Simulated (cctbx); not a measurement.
# Diagnosing a refinement

Cell a = 16.1670 Å, b = 6.4410 Å, c = 8.1160 Å, α = 90.00°, β = 90.00°, γ = 90.00°; space group Pnma (no. 62). The compound is ZnSnMoP2O9.

The data are simulated with cctbx, not measured: Mo Kα, λ = 0.71073 Å, to d = 0.75 Å, 50 % of the full sphere, strongest reflection 20000 counts, noise from counting, a 4 % proportional error and a noise floor of 2 counts (s.d.); no absorption.

An anisotropic refinement with weights 1/σ² prints:

```text
Rint 0.038, 1111 unique reflections to 0.75 A
cycle     R1     wR2    GooF  max shift (A)
   1  0.0386  0.1034   2.589   0.00317
   2  0.0184  0.0442   1.108   0.00002
final R1 0.0184 wR2 0.0442 GooF 1.108  parameters 78  data/parameter 14.2
atom        x        y        z      Ueq    occ   su(xyz)  su(Uiso or U11)
Sn1    0.38519  0.75000  0.61319   0.0055  1.000  0.00003  0.0001
Mo1    0.00000  0.00000  0.50000   0.0068  1.000  0.00000  0.0002
Zn1    0.18571  0.25000  0.49023   0.0046  1.000  0.00005  0.0002
P1     0.28944  0.25000  0.10542   0.0063  1.000  0.00012  0.0004
P2     0.43641  0.25000  0.61795   0.0060  1.000  0.00012  0.0004
O1     0.28363  0.75000  0.46955   0.0059  1.000  0.00035  0.0012
O2     0.99614  0.25000  0.03767   0.0039  1.000  0.00033  0.0011
O3     0.12239  0.93969  0.09775   0.0052  1.000  0.00031  0.0008
O4     0.25361  0.75000  0.77696   0.0072  1.000  0.00035  0.0012
O5     0.42229  0.75000  0.86024   0.0044  1.000  0.00031  0.0012
O6     0.98225  0.25000  0.71863   0.0049  1.000  0.00032  0.0011
O7     0.16031  0.53967  0.57777   0.0091  1.000  0.00032  0.0009
difference map: max 0.86 min -0.98 rms 0.17
Q1    0.1870  0.2500  0.4620    4    0.87  0.23 A from Zn1
Q2    0.2123  0.1471  0.9452    8    0.58  0.69 A from O1
Q3    0.0628  0.6357  0.1068    8    0.54  0.74 A from P2
Q4    0.1054  0.1500  0.5913    8    0.54  1.51 A from O7
Q5    0.2286  0.6404  0.9750    8    0.52  1.56 A from Zn1
Q6    0.0781  0.2500  0.2047    4    0.51  0.95 A from Sn1
```

**Question.** Can this result stand? If not, what is the likely fault?

Mend it. The fault: anomalous dispersion left out. Against the right model at the same level, R1 goes from 0.0157 to 0.0184 and GooF from 0.93 to 1.11, U of Mo1 swells from 0.0040 to 0.0068 Å² and U of Zn1 shrinks from 0.0066 to 0.0046 Å². No atom is wrong: without f′ and f″ the atoms near an edge get the wrong scattering power, which U and the scale absorb. The signs are weak, and the output alone doesn't single this fault out.

The compound is ZnSnMoP2O9. The right model at the same level gives:

```text
Rint 0.038, 1111 unique reflections to 0.75 A
cycle     R1     wR2    GooF  max shift (A)
   1  0.0195  0.0482   1.208   0.00301
   2  0.0157  0.0370   0.926   0.00001
final R1 0.0157 wR2 0.0370 GooF 0.926  parameters 78  data/parameter 14.2
atom        x        y        z      Ueq    occ   su(xyz)  su(Uiso or U11)
Sn1    0.38520  0.75000  0.61319   0.0052  1.000  0.00002  0.0001
Mo1    0.00000  0.00000  0.50000   0.0040  1.000  0.00000  0.0001
Zn1    0.18570  0.25000  0.49023   0.0066  1.000  0.00004  0.0002
P1     0.28942  0.25000  0.10542   0.0079  1.000  0.00010  0.0004
P2     0.43642  0.25000  0.61790   0.0077  1.000  0.00010  0.0004
O1     0.28359  0.75000  0.46947   0.0072  1.000  0.00029  0.0010
O2     0.99616  0.25000  0.03766   0.0051  1.000  0.00028  0.0010
O3     0.12239  0.93973  0.09779   0.0064  1.000  0.00026  0.0007
O4     0.25374  0.75000  0.77733   0.0086  1.000  0.00030  0.0010
O5     0.42235  0.75000  0.86021   0.0056  1.000  0.00026  0.0010
O6     0.98231  0.25000  0.71819   0.0063  1.000  0.00027  0.0010
O7     0.16027  0.53956  0.57770   0.0104  1.000  0.00027  0.0008
difference map: max 0.55 min -0.52 rms 0.14
Q1    0.1027  0.1539  0.6071    8    0.58  1.57 A from O7
Q2    0.2243  0.6386  0.9744    8    0.51  1.63 A from Zn1
Q3    0.2115  0.1326  0.9460    8    0.48  0.78 A from O1
Q4    0.2004  0.2500  0.1266    4    0.48  1.30 A from O1
Q5    0.0614  0.6126  0.1027    8    0.47  0.89 A from P2
Q6    0.0253  0.6513  0.7157    8    0.46  1.88 A from O5
```

The model is made up (kin elements in a known structure type, no relaxation), so it says nothing on whether the phase exists.

[Middle refinement cycles are left out of these outputs.]

[Logs are printed without paths, hosts, clocks, repeated set-up lines and the standing remarks that a program may print on its own settings, such as how far it seeks lower states.]
